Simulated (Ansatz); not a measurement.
Rows from a G0W0 calculation on BO (GaSe-type monolayer) (Ansatz 0.2.0; G0W0 on PBE, plane waves, PAW; PAW set soft_1; 9×9×1 mesh, 533 empty bands, screening to 135 eV, PAW set soft_1 files), in eV. Spin-orbit coupling is left out.

```csv
row,Σx,Σc,Vxc,Z
A,-1.36,-1.38,-3.27,0.93
B,-20.04,2.52,-15.86,0.81
C,-3.93,-2.57,-7.52,0.89
D,-22.78,2.86,-18.39,0.81
E,-7.49,-4.78,-13.97,0.84
F,-10.21,-3.77,-15.42,0.83
```

Which rows are filled states and which are empty ones, and how can one tell?

Filled: B and D. Empty: A, C, E and F. The sign of Σc tells: for a filled state bare exchange, which holds its interaction with itself, lies below Vxc (Σx − Vxc is -4.2 eV or lower here) and screening gives part back as a positive Σc. For an empty state Σx lies above Vxc (+1.9 eV or more) and the Coulomb hole leaves Σc negative.

[Paths, hosts, dates, memory and timing lines, banners, echoed tables and standing remarks are left out of the program output.]

[Logs are printed without paths, hosts, clocks, repeated set-up lines and the standing remarks that a program may print on its own settings, such as how far it seeks lower states.]

[Runs of the session that timed out or met a known fault of the program may be left out.]

[Cells called generated may have been cut or substituted from an entry of the Crystallography Open Database or the Materials Project.]

[Hosts, paths, dates, database ids (printed as entryN), source tags and the programs' standing remarks are cut or masked in the printed files.]
